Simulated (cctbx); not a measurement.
# Accept or mend?

Cell a = 4.4760 Å, b = 9.7580 Å, c = 13.0580 Å, α = 90.00°, β = 90.00°, γ = 90.00°; space group Immm (no. 71). The compound is Sm3Ga8Ag3.

Simulated single-crystal data (cctbx): Cu Kα, λ = 1.54184 Å, to d = 0.83 Å, 70 % of the full sphere, strongest reflection 40000 counts, noise from counting, a 6 % proportional error and a noise floor of 8 counts (s.d.); no absorption.

An anisotropic refinement with weights 1/σ² prints:

```text
Rint 0.048, 329 unique reflections to 0.83 A
cycle     R1     wR2    GooF  max shift (A)
   1  0.4244  0.7271  17.367   0.01988
   3  0.3969  0.6496  15.515   0.00031
final R1 0.3969 wR2 0.6496 GooF 15.515  parameters 20  data/parameter 16.4
atom        x        y        z      Ueq    occ   su(xyz)  su(Uiso or U11)
Sm1    0.50000  0.50000  0.29716  -0.0045  1.000  0.00075  0.0056  NPD
Sm2    0.50000  0.50000  0.00000  -0.0038  1.000  0.00000  0.0071  NPD
Ag1    0.00000  0.18909  0.00000  -0.0042  1.000  0.00142  0.0064  NPD
Ag2    0.50000  0.00000  0.00000  -0.0018  1.000  0.00000  0.0096  NPD
Ga1    0.00000  0.63415  0.84183   0.0025  1.000  0.00261  0.0089  NPD
difference map: max 130.04 min -22.09 rms 10.06
Q1    0.0000  0.0000  0.5000    2  130.04  0.00 A from Sm2
Q2    0.0000  0.2826  0.3528    8  129.40  2.67 A from Ga1
Q3    0.0000  0.0000  0.2038    4  108.61  0.01 A from Sm1
Q4    0.0000  0.5000  0.5000    2   88.64  0.00 A from Ag2
Q5    0.0000  0.1879  0.0000    4   81.26  0.01 A from Ag1
Q6    0.0000  0.3668  0.1534    8   50.98  0.06 A from Ga1
```

Q: Accept it or mend it, and why?

Mend it. The fault: an atom left out, Ga at (1/2, 0.2186, 0.1476). Against the right model at the same level, R1 goes from 0.0163 to 0.3969 and GooF from 0.94 to 15.52, U of Ag1 shrinks from 0.0201 to -0.0042 Å², U of Sm1 shrinks from 0.0174 to -0.0045 Å², the top difference peak, 130.0 e/Å³, lies on Sm2 and Sm1, Sm2, Ag1, Ag2 and Ga1 go non-positive-definite. Q2 is the missing atom. With scattering power missing, scale and phases suffer, so peaks may also grow on the heavy atoms.

The compound is Sm3Ga8Ag3. The right model at the same level gives:

```text
Rint 0.048, 329 unique reflections to 0.83 A
cycle     R1     wR2    GooF  max shift (A)
   1  0.0166  0.0396   0.956   0.00026
   2  0.0163  0.0388   0.937   0.00000
final R1 0.0163 wR2 0.0388 GooF 0.937  parameters 26  data/parameter 12.7
atom        x        y        z      Ueq    occ   su(xyz)  su(Uiso or U11)
Sm1    0.50000  0.50000  0.29664   0.0174  1.000  0.00004  0.0003
Sm2    0.50000  0.50000  0.00000   0.0162  1.000  0.00000  0.0003
Ag1    0.00000  0.18752  0.00000   0.0201  1.000  0.00007  0.0003
Ag2    0.50000  0.00000  0.00000   0.0203  1.000  0.00000  0.0004
Ga1    0.00000  0.63552  0.84305   0.0204  1.000  0.00009  0.0004
Ga2    0.50000  0.21856  0.14761   0.0221  1.000  0.00010  0.0004
difference map: max 0.68 min -0.75 rms 0.20
Q1    0.2137  0.1911  0.3973   16    0.71  1.43 A from Ga2
Q2    0.0000  0.1988  0.2238    8    0.71  1.84 A from Ga1
Q3    0.1941  0.5000  0.3405    8    0.65  1.48 A from Sm1
Q4    0.0000  0.3078  0.0000    4    0.61  1.17 A from Ag1
Q5    0.0000  0.5000  0.3444    4    0.60  2.03 A from Ag2
Q6    0.2071  0.1353  0.2668   16    0.56  1.65 A from Ga1
```

The model was made for the exercise: a known structure type with other elements put in, its volume estimated, not relaxed; displacement parameters are assumed.

[Middle refinement cycles are left out of these outputs.]

[Logs are printed without paths, hosts, clocks, repeated set-up lines and the standing remarks that a program may print on its own settings, such as how far it seeks lower states.]
